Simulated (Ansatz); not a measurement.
# Static equation of state of amorphous Si (76 atoms)

Density of this cell: 2.23 g/cm³. The cell holds 76 atoms: 76 Si. Cell: a = 11.534 Å, b = 11.772 Å, c = 11.704 Å, α = 89.8°, β = 89.1°, γ = 89.6°. The starting structure: 76 atoms (76 Si) placed at random at 2.24 g/cm³, melted at 2500 K for 10 ps at fixed volume with the modified Tersoff potential (Kumagai, Izumi, Hara and Sakai, Comput. Mater. Sci. 39, 457 (2007)). Quenched from 2500 K to 100 K at 50 K/ps and fixed volume, annealed at 700 K for 50 ps, held 5 ps, then minimised at fixed cell.

Calculated with Ansatz 0.2.0: Kohn-Sham DFT, RPBE, PAW (set soft_1), plane waves; cutoff 420 eV, Γ point, fermi-dirac smearing of 0.05 eV. Cell and atoms were relaxed first, to V0 = 20.905 Å³ an atom at a residual P0 = 0.005 GPa. The cell was then scaled evenly, and the atoms were relaxed at each volume.

| volume (Å³/atom) | pressure (GPa) |
| --- | --- |
| 18.814 | 6.514 |
| 19.651 | ? |
| 20.278 | 1.871 |
| 21.532 | -1.436 |
| 22.159 | -3.062 |

**Question.** Fit the third-order Birch–Murnaghan equation to the rows given and interpolate to the withheld row.

Worked fit:

Take the Eulerian strain f = ½[(V0/V)^(2/3) − 1] and the normalised pressure F = (P − P0) / [3f(1 + 2f)^(5/2)]. The third-order Birch–Murnaghan equation is then the line F = B0 + (3/2)B0(B′ − 4) f, so u = f and v = F.

```
      u = f  v = F (GPa)
  0.0363829      50.0284
  0.0102568      57.6256
-0.00975654      51.7323
 -0.0190506      59.1403
```

With n = 4: mean u = 0.00445814, mean v = 54.6316, Σ(u − ū)² = 0.0018075, Σ(u − ū)(v − v̄) = -0.19438. Slope b = -0.19438 / 0.0018075 = -107.54; intercept a = v̄ − b ū = 55.111.

So B0 = a = 55.1 GPa and B′ = 4 + 2b/(3a) = 2.70. At the withheld volume f = 0.02106, F = a + b f = 52.85 GPa, and P = P0 + 3f(1 + 2f)^(5/2) F.

Prediction at 19.651: 3.706 GPa. The run gave 4.093 GPa, so the fit is low by 0.39 GPa (9.4 % of the value).

The series isn't one smooth equation of state: even a line fitted to all rows, the withheld one included, misses F by up to 9.5 %, the count of bonds changes along the series and an atom moves over 0.5 Å in some relaxation. B0 and B′ are then only the numbers of this fit, not moduli of the material. Among the rows given, the largest miss of the fit is at 18.814, by 0.15 GPa (1.6 % of the range of the table).

Limits: Static cells at zero temperature; the cell shape is held. The program notes that the SCF threshold of these relaxations is loose for the stress. The quench rate of 50 K/ps is many orders above laboratory rates, so the cell is likely richer in defects and strain than a real sample. The network of bonds at the start is that of the classical potential that made the cell, and needn't be the one that DFT or experiment would give. Only the Γ point is sampled, in a cell whose shortest periodic width is 12 Å, which is coarse for a cell with partly filled levels.

[Logs are printed without paths, hosts, clocks, repeated set-up lines and the standing remarks that a program may print on its own settings, such as how far it seeks lower states.]

[Hosts, paths, dates, database ids (printed as entryN), source tags and the programs' standing remarks are cut or masked in the printed files.]
